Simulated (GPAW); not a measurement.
# Mg K ELNES/XANES of Mg2C3 (C2/m) from DFT

Aim: the near-edge shape at the Mg K edge of Mg2C3 (C2/m), and what the core hole does to it.

Main program and level: GPAW 26.7.0; X-ray absorption from dipole matrix elements to empty bands, plane-wave PAW PBE.

This is a report of a sequence of runs, with most program output left out.

**1. Starting point**

The structure is monoclinic, space group C2/m (No. 12). The conventional cell has a = 4.831 Å, b = 4.700 Å, c = 4.987 Å, α = 90.00°, β = 104.25°, γ = 90.00°. Nearest to Mg lie 6 C at 2.24 to 2.55 Å. Nearest to C lie 2 C at 1.34 Å and 2 Mg at 2.35 Å. C has 1 C at 1.34 Å and 5 Mg at 2.24 to 2.55 Å nearest. Farther neighbours are not listed.

**2. Ground state of the crystal**

A plain self-consistent run shows whether there is a gap, which decides the set-up of the core-hole run.

scf.py reads:

```python
import numpy as np
from ase import Atoms
from ase.parallel import parprint, paropen
from gpaw import GPAW, PW, FermiDirac, Mixer, MixerDif, setup_paths
from gpaw.test import gen
setup_paths.insert(0, '.')
gen('Mg', name='nch1s', xcname='PBE', corehole=(1, 0, 0), write_xml=True)
from gpaw.mpi import world
world.barrier()

atoms = Atoms('Mg2C3',
    cell=[[2.4155, -2.35, 0],
     [2.4155, 2.35, 0],
     [-1.22707, 0, 4.83328]],
    scaled_positions=[[0.1913, 0.1913, 0.7989],
     [0.8087, 0.8087, 0.2011],
     [0.5, 0.5, 0.5],
     [0.7011, 0.7011, 0.7385],
     [0.2989, 0.2989, 0.2615]],
    pbc=True)
atoms.calc = calc = GPAW(legacy_gpaw=True, mode=PW(430, force_complex_dtype=True), xc='PBE', setups={0: 'nch1s'},
    kpts={'size': (8, 8, 5), 'gamma': True}, occupations=FermiDirac(0.05),
    charge=0, mixer=Mixer(0.1, 5, 50), maxiter=150,
    convergence={'density': 0.0001, 'eigenstates': 1e-6}, txt='scf.txt')
energy = atoms.get_potential_energy() + calc.get_reference_energy()
ef = calc.get_fermi_level()
out = dict(energy=energy, fermi=ef, forces=atoms.get_forces().tolist())
parprint(f'all-electron energy {energy:.4f} eV, Fermi level {ef:.4f} eV')
ev = np.array([[calc.get_eigenvalues(k, s) for k in range(len(calc.get_ibz_k_points()))] for s in range(calc.get_number_of_spins())])
out['homo'], out['lumo'], out['counts'] = ev[ev < ef].max(), ev[ev > ef].min(), sorted(set((ev < ef).sum((0, 2)).tolist()))
out['filled'] = (ev[:, 0] < ef).sum(1).tolist()
import json
with paropen('out.json', 'w') as f:
    json.dump(out, f)
```

Run with:

```console
OMP_NUM_THREADS=1 mpirun -n 4 gpaw python scf.py
```

Run time: 13 s. Hardware: 4 MPI ranks of AMD EPYC 7R13 (Zen 3), shared host; peak memory 0.19 GiB.

The mesh shows a gap of 1.79 eV, so the hole is first treated in a charged cell, without the excited electron.

**3. Spectrum without a core hole, Mg atom 1**

This cheap baseline ignores the attraction of the hole: it shows the absorber's empty states as they are in the ground state. The data set with a hole of occupation 0 only carries the core orbital.

The absorber has 3 C at 2.24 to 2.35 Å, 2 C at 2.37 Å and 1 C at 2.55 Å (6-fold, site symmetry m).

xas.py reads:

```python
import numpy as np
from ase import Atoms
from ase.parallel import parprint, paropen
from gpaw import GPAW, PW, FermiDirac, Mixer, MixerDif, setup_paths
from gpaw.test import gen
setup_paths.insert(0, '.')
gen('Mg', name='nch1s', xcname='PBE', corehole=(1, 0, 0), write_xml=True)
from gpaw.mpi import world
world.barrier()

atoms = Atoms('Mg2C3',
    cell=[[2.4155, -2.35, 0],
     [2.4155, 2.35, 0],
     [-1.22707, 0, 4.83328]],
    scaled_positions=[[0.1913, 0.1913, 0.7989],
     [0.8087, 0.8087, 0.2011],
     [0.5, 0.5, 0.5],
     [0.7011, 0.7011, 0.7385],
     [0.2989, 0.2989, 0.2615]],
    pbc=True)
atoms.calc = calc = GPAW(legacy_gpaw=True, mode=PW(430, force_complex_dtype=True), xc='PBE', setups={0: 'nch1s'},
    kpts={'size': (8, 8, 5), 'gamma': True}, occupations=FermiDirac(0.02),
    charge=0, mixer=Mixer(0.1, 5, 50), maxiter=150,
    convergence={'density': 0.0001, 'eigenstates': 1e-6}, txt='scf.txt')
energy = atoms.get_potential_energy() + calc.get_reference_energy()
ef = calc.get_fermi_level()
out = dict(energy=energy, fermi=ef, forces=atoms.get_forces().tolist())
parprint(f'all-electron energy {energy:.4f} eV, Fermi level {ef:.4f} eV')
ev = np.array([[calc.get_eigenvalues(k, s) for k in range(len(calc.get_ibz_k_points()))] for s in range(calc.get_number_of_spins())])
out['homo'], out['lumo'], out['counts'] = ev[ev < ef].max(), ev[ev > ef].min(), sorted(set((ev < ef).sum((0, 2)).tolist()))
out['filled'] = (ev[:, 0] < ef).sum(1).tolist()

from ase.units import Ha
from gpaw.xas import dipole_matrix_elements
nb = int(calc.get_number_of_electrons() / 2) + 36
top = nb
nscf = calc.fixed_density(kpts={'size': (7, 7, 5), 'gamma': True},
    convergence={'eigenstates': 1.0}, txt='nscf.txt')
nscf.diagonalize_full_hamiltonian(nbands=nb)
cell = atoms.cell.array
ops = [cell.T @ U.T @ np.linalg.inv(cell.T) for U in nscf.wfs.kd.symmetry.op_scc]
filled = [16]  # bands filled in the ground state, by spin
E = np.arange(-25, 34, 0.1)
fwhm = np.interp(E, [4, 25], [0.9, 3.5])
Y, X, zero, highest = 0, 0, 1e9, 1e9
for spin in range(nscf.get_number_of_spins()):
    wfs = nscf.wfs
    mine = wfs.bd.get_slice()  # this rank's bands
    A = dipole_matrix_elements(wfs.setups[0])
    eps = np.zeros((wfs.kd.nibzkpts, nb))
    d = np.zeros((3, A.shape[1], wfs.kd.nibzkpts, nb), complex)
    for kpt in wfs.kpt_u:
        if kpt.s == spin and 0 in kpt.P_ani:
            eps[kpt.k, mine] = kpt.eps_n * Ha
            d[:, :, kpt.k, mine] = (kpt.weight * wfs.nspins / 2) ** 0.5 * np.inner(A, kpt.P_ani[0])
    world.sum(eps)
    world.sum(d)
    T = np.einsum('amkn,bmkn->abkn', d, d.conj()).real
    T = sum(np.einsum('ai,ijkn,bj->abkn', R, T, R) for R in ops) / len(ops)
    empty = np.ones_like(eps, bool) & (np.arange(nb) >= filled[spin])
    zero, highest = min(zero, eps[empty].min()), min(highest, eps[:, top - 1].min())
    lines = [(eps, T, empty)] if spin == 0 else lines + [(eps, T, empty)]
for eps, T, empty in lines:
    f = np.einsum('aakn->akn', T).reshape(3, -1)
    x = eps.ravel() - zero
    w = np.interp(x, E, fwhm) / 2.35482
    g = np.exp(-0.5 * ((E[:, None] - x) / w) ** 2) / (w * (2 * np.pi) ** 0.5)
    Y = Y + (f * empty.ravel()) @ g.T
    X = X + (f * ~empty.ravel()) @ g.T
out.update(E=E.round(2).tolist(), xas=Y.tolist(), xes=X.tolist(), zero=zero, valid=highest - zero, nk=len(eps), nb=nb)
for i in range(0, len(E), 10):
    parprint(f'{E[i]:7.2f}', *(f'{v:10.3e}' for v in Y[:, i]))
import json
with paropen('out.json', 'w') as f:
    json.dump(out, f)
```

Run with:

```console
OMP_NUM_THREADS=1 mpirun -n 4 gpaw python xas.py
```

It took 41 s on 4 MPI ranks; peak memory 0.36 GiB; 2.7 min of CPU time.

The Mg K spectrum, Mg atom 1, no core hole (energy from the lowest empty level; intensity scaled to a mean of 1 over the first 20 eV; polarised curves are means over the symmetry-equivalent atoms):

| E (eV) | isotropic | ε ∥ x | ε ∥ y | ε ∥ z |
| --- | --- | --- | --- | --- |
| -2.0 | 0.00 | 0.00 | 0.00 | 0.00 |
| -1.5 | 0.00 | 0.00 | 0.00 | 0.00 |
| -1.0 | 0.00 | 0.00 | 0.00 | 0.00 |
| -0.5 | 0.01 | 0.02 | 0.01 | 0.01 |
| 0.0 | 0.10 | 0.11 | 0.09 | 0.11 |
| 0.5 | 0.28 | 0.29 | 0.25 | 0.30 |
| 1.0 | 0.44 | 0.44 | 0.39 | 0.47 |
| 1.5 | 0.53 | 0.53 | 0.44 | 0.60 |
| 2.0 | 0.53 | 0.55 | 0.38 | 0.65 |
| 2.5 | 0.47 | 0.45 | 0.28 | 0.68 |
| 3.0 | 0.51 | 0.39 | 0.24 | 0.89 |
| 3.5 | 0.48 | 0.36 | 0.20 | 0.88 |
| 4.0 | 0.36 | 0.32 | 0.18 | 0.57 |
| 4.5 | 0.42 | 0.43 | 0.30 | 0.52 |
| 5.0 | 0.61 | 0.62 | 0.54 | 0.68 |
| 5.5 | 0.75 | 0.75 | 0.80 | 0.71 |
| 6.0 | 0.88 | 0.84 | 1.04 | 0.75 |
| 6.5 | 0.99 | 0.91 | 1.27 | 0.80 |
| 7.0 | 1.03 | 0.91 | 1.35 | 0.83 |
| 7.5 | 1.05 | 0.87 | 1.42 | 0.87 |
| 8.0 | 1.20 | 0.96 | 1.63 | 1.02 |
| 8.5 | 1.44 | 1.24 | 1.85 | 1.22 |
| 9.0 | 1.61 | 1.51 | 1.96 | 1.35 |
| 9.5 | 1.63 | 1.66 | 1.89 | 1.34 |
| 10.0 | 1.59 | 1.76 | 1.67 | 1.32 |
| 10.5 | 1.58 | 1.94 | 1.44 | 1.37 |
| 11.0 | 1.61 | 2.11 | 1.29 | 1.42 |
| 11.5 | 1.58 | 2.10 | 1.25 | 1.39 |
| 12.0 | 1.48 | 1.87 | 1.28 | 1.30 |
| 12.5 | 1.37 | 1.58 | 1.31 | 1.23 |
| 13.0 | 1.30 | 1.40 | 1.28 | 1.22 |
| 13.5 | 1.26 | 1.34 | 1.19 | 1.26 |
| 14.0 | 1.22 | 1.31 | 1.07 | 1.29 |
| 14.5 | 1.16 | 1.24 | 0.98 | 1.25 |
| 15.0 | 1.09 | 1.14 | 0.95 | 1.17 |
| 15.5 | 1.03 | 1.05 | 0.95 | 1.09 |
| 16.0 | 0.99 | 0.98 | 0.94 | 1.03 |
| 16.5 | 0.95 | 0.93 | 0.90 | 1.04 |
| 17.0 | 0.94 | 0.89 | 0.85 | 1.08 |
| 17.5 | 0.95 | 0.87 | 0.83 | 1.16 |
| 18.0 | 0.98 | 0.86 | 0.85 | 1.23 |
| 18.5 | 1.02 | 0.87 | 0.91 | 1.27 |
| 19.0 | 1.03 | 0.88 | 0.97 | 1.25 |
| 19.5 | 1.02 | 0.87 | 1.02 | 1.17 |
| 20.0 | 0.98 | 0.85 | 1.03 | 1.05 |
| 20.5 | 0.92 | 0.82 | 1.01 | 0.93 |
| 21.0 | 0.86 | 0.78 | 0.97 | 0.83 |
| 21.5 | 0.81 | 0.75 | 0.92 | 0.77 |
| 22.0 | 0.77 | 0.72 | 0.87 | 0.74 |
| 22.5 | 0.75 | 0.69 | 0.83 | 0.73 |
| 23.0 | 0.73 | 0.66 | 0.80 | 0.74 |
| 23.5 | 0.71 | 0.63 | 0.76 | 0.74 |
| 24.0 | 0.69 | 0.60 | 0.73 | 0.74 |
| 24.5 | 0.66 | 0.56 | 0.70 | 0.74 |
| 25.0 | 0.64 | 0.52 | 0.66 | 0.73 |
| 25.5 | 0.62 | 0.49 | 0.63 | 0.73 |
| 26.0 | 0.60 | 0.47 | 0.61 | 0.72 |
| 26.5 | 0.58 | 0.45 | 0.58 | 0.72 |
| 27.0 | 0.58 | 0.45 | 0.57 | 0.71 |
| 27.5 | 0.57 | 0.46 | 0.56 | 0.70 |
| 28.0 | 0.58 | 0.47 | 0.55 | 0.70 |
| 28.5 | 0.58 | 0.50 | 0.56 | 0.70 |
| 29.0 | 0.60 | 0.53 | 0.56 | 0.71 |

Main maxima below 24 eV (height): 1.8 eV (0.54), 3.2 eV (0.52), 9.3 eV (1.63), 11.1 eV (1.61) and 19.1 eV (1.03). A K edge sees empty p states on the absorber.

The same matrix elements for filled bands give the Mg K emission of Mg atom 1 (ground-state approximation; energy from the lowest empty level, largest value 1):

| E (eV) | emission |
| --- | --- |
| -24.00 | 0.00 |
| -23.25 | 0.00 |
| -22.50 | 0.00 |
| -21.75 | 0.00 |
| -21.00 | 0.00 |
| -20.25 | 0.00 |
| -19.50 | 0.00 |
| -18.75 | 0.00 |
| -18.00 | 0.03 |
| -17.25 | 0.19 |
| -16.50 | 0.07 |
| -15.75 | 0.00 |
| -15.00 | 0.00 |
| -14.25 | 0.15 |
| -13.50 | 0.16 |
| -12.75 | 0.01 |
| -12.00 | 0.00 |
| -11.25 | 0.00 |
| -10.50 | 0.00 |
| -9.75 | 0.02 |
| -9.00 | 0.25 |
| -8.25 | 0.59 |
| -7.50 | 0.95 |
| -6.75 | 0.92 |
| -6.00 | 0.97 |
| -5.25 | 0.57 |
| -4.50 | 0.40 |
| -3.75 | 0.63 |
| -3.00 | 0.81 |
| -2.25 | 0.58 |
| -1.50 | 0.09 |
| -0.75 | 0.00 |
| 0.00 | 0.00 |
| 0.75 | 0.00 |
| 1.50 | 0.00 |
| 2.25 | 0.00 |
| 3.00 | 0.00 |

Emission maxima: -17.2 eV (0.19), -13.8 eV (0.24), -7.2 eV (1.00), -6.0 eV (0.97) and -2.8 eV (0.82).

**4. Reference energy of the supercell**

The photon energy needs a difference of total energies, so the cell and mesh of the coming hole run are first run without a hole.

scf.py: that of step 2 with these lines changed.

```diff
@@ -10,14 +10,24 @@
 
-atoms = Atoms('Mg2C3',
-    cell=[[2.4155, -2.35, 0],
-     [2.4155, 2.35, 0],
-     [-1.22707, 0, 4.83328]],
-    scaled_positions=[[0.1913, 0.1913, 0.7989],
-     [0.8087, 0.8087, 0.2011],
-     [0.5, 0.5, 0.5],
-     [0.7011, 0.7011, 0.7385],
-     [0.2989, 0.2989, 0.2615]],
+atoms = Atoms('Mg6C9',
+    cell=[[-4.831, 0, 0],
+     [1.22707, 0, -4.83328],
+     [2.4155, -7.05, 0]],
+    scaled_positions=[[0.8087, 0.2011, 0],
+     [0.47536667, 0.2011, 0.33333333],
+     [0.14203333, 0.2011, 0.66666667],
+     [0.1913, 0.7989, 0],
+     [0.85796667, 0.7989, 0.33333333],
+     [0.52463333, 0.7989, 0.66666667],
+     [0.5, 0.5, 0],
+     [0.16666667, 0.5, 0.33333333],
+     [0.83333333, 0.5, 0.66666667],
+     [0.2989, 0.2615, 0],
+     [0.96556667, 0.2615, 0.33333333],
+     [0.63223333, 0.2615, 0.66666667],
+     [0.7011, 0.7385, 0],
+     [0.36776667, 0.7385, 0.33333333],
+     [0.03443333, 0.7385, 0.66666667]],
     pbc=True)
 atoms.calc = calc = GPAW(legacy_gpaw=True, mode=PW(430, force_complex_dtype=True), xc='PBE', setups={0: 'nch1s'},
-    kpts={'size': (8, 8, 5), 'gamma': True}, occupations=FermiDirac(0.05),
+    kpts={'size': (4, 4, 4), 'gamma': True}, occupations=FermiDirac(0.02),
     charge=0, mixer=Mixer(0.1, 5, 50), maxiter=150,
```

Run with:

```console
OMP_NUM_THREADS=1 mpirun -n 4 gpaw python scf.py
```

Run time: 30 s. Hardware: 4 MPI ranks; peak memory 0.3 GiB.

Reference energy: -42035.444 eV with the cores included.

**5. Spectrum with FCH, Mg atom 1**

The holes are 4.8 Å apart. In GPAW the data set carries the hole's charge, so charge=0 means a charged cell and charge=-1 a neutral one. The excited electron is left out and a uniform background balances the charge. After the field has converged, empty bands are computed with the density fixed and the dipole matrix elements are summed.

xas.py: that of step 3 with these lines changed.

```diff
@@ -6,3 +6,3 @@
 setup_paths.insert(0, '.')
-gen('Mg', name='nch1s', xcname='PBE', corehole=(1, 0, 0), write_xml=True)
+gen('Mg', name='fch1s', xcname='PBE', corehole=(1, 0, 1), write_xml=True)
 from gpaw.mpi import world
@@ -10,14 +10,24 @@
 
-atoms = Atoms('Mg2C3',
-    cell=[[2.4155, -2.35, 0],
-     [2.4155, 2.35, 0],
-     [-1.22707, 0, 4.83328]],
-    scaled_positions=[[0.1913, 0.1913, 0.7989],
-     [0.8087, 0.8087, 0.2011],
-     [0.5, 0.5, 0.5],
-     [0.7011, 0.7011, 0.7385],
-     [0.2989, 0.2989, 0.2615]],
+atoms = Atoms('Mg6C9',
+    cell=[[-4.831, 0, 0],
+     [1.22707, 0, -4.83328],
+     [2.4155, -7.05, 0]],
+    scaled_positions=[[0.8087, 0.2011, 0],
+     [0.47536667, 0.2011, 0.33333333],
+     [0.14203333, 0.2011, 0.66666667],
+     [0.1913, 0.7989, 0],
+     [0.85796667, 0.7989, 0.33333333],
+     [0.52463333, 0.7989, 0.66666667],
+     [0.5, 0.5, 0],
+     [0.16666667, 0.5, 0.33333333],
+     [0.83333333, 0.5, 0.66666667],
+     [0.2989, 0.2615, 0],
+     [0.96556667, 0.2615, 0.33333333],
+     [0.63223333, 0.2615, 0.66666667],
+     [0.7011, 0.7385, 0],
+     [0.36776667, 0.7385, 0.33333333],
+     [0.03443333, 0.7385, 0.66666667]],
     pbc=True)
-atoms.calc = calc = GPAW(legacy_gpaw=True, mode=PW(430, force_complex_dtype=True), xc='PBE', setups={0: 'nch1s'},
-    kpts={'size': (8, 8, 5), 'gamma': True}, occupations=FermiDirac(0.02),
+atoms.calc = calc = GPAW(legacy_gpaw=True, mode=PW(430, force_complex_dtype=True), xc='PBE', setups={0: 'fch1s'},
+    kpts={'size': (4, 4, 4), 'gamma': True}, occupations=FermiDirac(0.02),
     charge=0, mixer=Mixer(0.1, 5, 50), maxiter=150,
@@ -34,11 +44,10 @@
 from gpaw.xas import dipole_matrix_elements
-nb = int(calc.get_number_of_electrons() / 2) + 36
-top = nb
-nscf = calc.fixed_density(kpts={'size': (7, 7, 5), 'gamma': True},
-    convergence={'eigenstates': 1.0}, txt='nscf.txt')
-nscf.diagonalize_full_hamiltonian(nbands=nb)
+nb = int(calc.get_number_of_electrons() / 2) + 101
+top, nb = nb, nb + 8 + nb // 12
+nscf = calc.fixed_density(kpts={'size': (5, 5, 5), 'gamma': True}, nbands=nb,
+    convergence={'bands': top, 'eigenstates': 5e-3}, maxiter=60, txt='nscf.txt')
 cell = atoms.cell.array
 ops = [cell.T @ U.T @ np.linalg.inv(cell.T) for U in nscf.wfs.kd.symmetry.op_scc]
-filled = [16]  # bands filled in the ground state, by spin
-E = np.arange(-25, 34, 0.1)
+filled = [48]  # bands filled in the ground state, by spin
+E = np.arange(-6, 34, 0.1)
 fwhm = np.interp(E, [4, 25], [0.9, 3.5])
```

Run with:

```console
OMP_NUM_THREADS=1 mpirun -n 4 gpaw python xas.py
```

Wall time 88 s (4 MPI ranks); peak memory 0.47 GiB; 5.9 min of CPU time.

The Mg K spectrum, Mg atom 1, full core hole (charged cell) (energy from the lowest empty level; intensity scaled to a mean of 1 over the first 20 eV; polarised curves are means over the symmetry-equivalent atoms):

| E (eV) | isotropic | ε ∥ x | ε ∥ y | ε ∥ z |
| --- | --- | --- | --- | --- |
| -2.0 | 0.00 | 0.00 | 0.00 | 0.00 |
| -1.4 | 0.00 | 0.00 | 0.00 | 0.00 |
| -0.8 | 0.00 | 0.00 | 0.00 | 0.01 |
| -0.2 | 0.10 | 0.11 | 0.00 | 0.18 |
| 0.4 | 0.39 | 0.49 | 0.05 | 0.64 |
| 1.0 | 0.62 | 0.80 | 0.31 | 0.76 |
| 1.6 | 0.86 | 0.90 | 0.65 | 1.02 |
| 2.2 | 0.92 | 0.80 | 0.73 | 1.22 |
| 2.8 | 0.87 | 0.67 | 0.71 | 1.23 |
| 3.4 | 0.66 | 0.42 | 0.58 | 0.99 |
| 4.0 | 0.65 | 0.76 | 0.55 | 0.64 |
| 4.6 | 1.10 | 1.58 | 0.63 | 1.08 |
| 5.2 | 1.54 | 1.68 | 1.42 | 1.52 |
| 5.8 | 1.96 | 1.77 | 2.61 | 1.49 |
| 6.4 | 1.94 | 1.59 | 2.94 | 1.28 |
| 7.0 | 1.65 | 1.27 | 2.46 | 1.22 |
| 7.6 | 1.48 | 1.30 | 1.89 | 1.23 |
| 8.2 | 1.49 | 1.61 | 1.65 | 1.22 |
| 8.8 | 1.51 | 1.79 | 1.49 | 1.26 |
| 9.4 | 1.46 | 1.76 | 1.32 | 1.32 |
| 10.0 | 1.40 | 1.81 | 1.07 | 1.32 |
| 10.6 | 1.35 | 1.87 | 0.83 | 1.36 |
| 11.2 | 1.23 | 1.64 | 0.73 | 1.33 |
| 11.8 | 1.04 | 1.22 | 0.74 | 1.16 |
| 12.4 | 0.86 | 0.86 | 0.76 | 0.97 |
| 13.0 | 0.78 | 0.69 | 0.77 | 0.88 |
| 13.6 | 0.76 | 0.64 | 0.76 | 0.88 |
| 14.2 | 0.74 | 0.61 | 0.71 | 0.89 |
| 14.8 | 0.70 | 0.58 | 0.66 | 0.87 |
| 15.4 | 0.66 | 0.56 | 0.62 | 0.81 |
| 16.0 | 0.63 | 0.55 | 0.61 | 0.74 |
| 16.6 | 0.62 | 0.53 | 0.61 | 0.72 |
| 17.2 | 0.63 | 0.51 | 0.62 | 0.75 |
| 17.8 | 0.64 | 0.50 | 0.64 | 0.78 |
| 18.4 | 0.66 | 0.51 | 0.67 | 0.79 |
| 19.0 | 0.66 | 0.54 | 0.69 | 0.75 |
| 19.6 | 0.64 | 0.56 | 0.70 | 0.67 |
| 20.2 | 0.61 | 0.56 | 0.70 | 0.58 |
| 20.8 | 0.58 | 0.54 | 0.67 | 0.51 |
| 21.4 | 0.54 | 0.51 | 0.64 | 0.47 |
| 22.0 | 0.52 | 0.48 | 0.61 | 0.47 |
| 22.6 | 0.51 | 0.45 | 0.58 | 0.49 |
| 23.2 | 0.50 | 0.43 | 0.56 | 0.52 |
| 23.8 | 0.49 | 0.41 | 0.53 | 0.54 |
| 24.4 | 0.48 | 0.39 | 0.50 | 0.55 |
| 25.0 | 0.47 | 0.37 | 0.47 | 0.56 |
| 25.6 | 0.45 | 0.35 | 0.45 | 0.55 |
| 26.2 | 0.44 | 0.35 | 0.43 | 0.55 |
| 26.8 | 0.44 | 0.35 | 0.43 | 0.54 |
| 27.4 | 0.45 | 0.38 | 0.42 | 0.54 |
| 28.0 | 0.46 | 0.42 | 0.43 | 0.54 |
| 28.6 | 0.49 | 0.49 | 0.44 | 0.55 |
| 29.2 | 0.53 | 0.57 | 0.46 | 0.57 |

Main maxima below 24 eV (height): 2.2 eV (0.92), 6.1 eV (2.01), 8.7 eV (1.51) and 18.8 eV (0.66). 

The hole costs E(hole) − E(ground) = 1307.96 eV, and the lowest empty level of the hole cell on the spectrum's mesh lies at 7.24 eV, which puts the zero at 1315.20 eV. One term is added: -12.99 eV, since the hole is spin-paired here and a spin-polarised one costs that much less in the free atom (computed apart). The photon energy is then 1302.21 eV. The tabulated edge of the element is 1303 eV. The functional and the charged cell's background leave an error of a few eV in such absolute values.

**6. With and without the hole**

Both curves are counted from their own zero, so only the shift of weight within the empty states shows.

| E (eV) | no hole | FCH |
| --- | --- | --- |
| -2.0 | 0.00 | 0.00 |
| -1.0 | 0.00 | 0.00 |
| 0.0 | 0.10 | 0.18 |
| 1.0 | 0.44 | 0.62 |
| 2.0 | 0.53 | 0.91 |
| 3.0 | 0.51 | 0.83 |
| 4.0 | 0.36 | 0.65 |
| 5.0 | 0.61 | 1.39 |
| 6.0 | 0.88 | 2.00 |
| 7.0 | 1.03 | 1.65 |
| 8.0 | 1.20 | 1.48 |
| 9.0 | 1.61 | 1.50 |
| 10.0 | 1.59 | 1.40 |
| 11.0 | 1.61 | 1.28 |
| 12.0 | 1.48 | 0.97 |
| 13.0 | 1.30 | 0.78 |
| 14.0 | 1.22 | 0.75 |
| 15.0 | 1.09 | 0.69 |
| 16.0 | 0.99 | 0.63 |
| 17.0 | 0.94 | 0.62 |
| 18.0 | 0.98 | 0.65 |
| 19.0 | 1.03 | 0.66 |
| 20.0 | 0.98 | 0.63 |
| 21.0 | 0.86 | 0.56 |
| 22.0 | 0.77 | 0.52 |
| 23.0 | 0.73 | 0.50 |
| 24.0 | 0.69 | 0.49 |
| 25.0 | 0.64 | 0.47 |
| 26.0 | 0.60 | 0.45 |
| 27.0 | 0.58 | 0.44 |
| 28.0 | 0.58 | 0.46 |
| 29.0 | 0.60 | 0.52 |

With each curve scaled to its own mean, the area from −2 to 6 eV with the hole is 5.6 against 3.0, and the centre of weight from −1 to 20 eV moves by -2.0 eV: the hole pulls the absorber's empty states down.

**7. Results**

| Item | Value |
| --- | --- |
| absorber and edge | Mg K, atom 1 of the ground-state input (counted from 1) |
| surroundings | 3 C at 2.24 to 2.35 Å, 2 C at 2.37 Å and 1 C at 2.55 Å (6-fold, site symmetry m) |
| highest intensity below 16 eV | 6.1 eV above the zero, height 2.01 |
| photon energy of the zero, with the added terms | 1302.2 eV (raw 1315.2 eV; uncertain by a few eV) |

The Mg K edge of atom 1, with 3 C at 2.24 to 2.35 Å, 2 C at 2.37 Å and 1 C at 2.55 Å (6-fold, site symmetry m), has its highest intensity of the first 16 eV at 6.1 eV above the zero, near 1308 eV in photon energy (uncertain by a few eV), 2.0 times the mean level of the first 20 eV (Gaussian full width 0.9 eV up to 4 eV, rising linearly to 3.5 eV at 25 eV). With each curve scaled to its own mean, the area from −2 to 6 eV with the hole is 5.6 against 3.0, and the centre of weight from −1 to 20 eV moves by -2.0 eV: the hole pulls the absorber's empty states down. At the Mg K edge of atom 1 polarisation matters most near 6.4 eV, where the curves differ by 1.7 on this scale. The holes are only 4.8 Å apart, so the shape is probably not converged with cell size; no larger cell was run here. The mesh is coarse (0.28 Å⁻¹ between points), so small maxima may be mesh ripples. The structure is a published determination, not relaxed.

[Logs are printed without paths, hosts, clocks, repeated set-up lines and the standing remarks that a program may print on its own settings, such as how far it seeks lower states.]

[Hosts, paths, dates, database ids (printed as entryN), source tags and the programs' standing remarks are cut or masked in the printed files.]

[Lists of maxima count a maximum above −3 eV only where it reaches 4 % of the highest in the window and stands out from its surroundings by 2 % of it (1.5 % where it reaches 55 %); shoulders and weaker maxima are passed over, and of the rest the first, up to two pre-edge ones and the few strongest are named.]
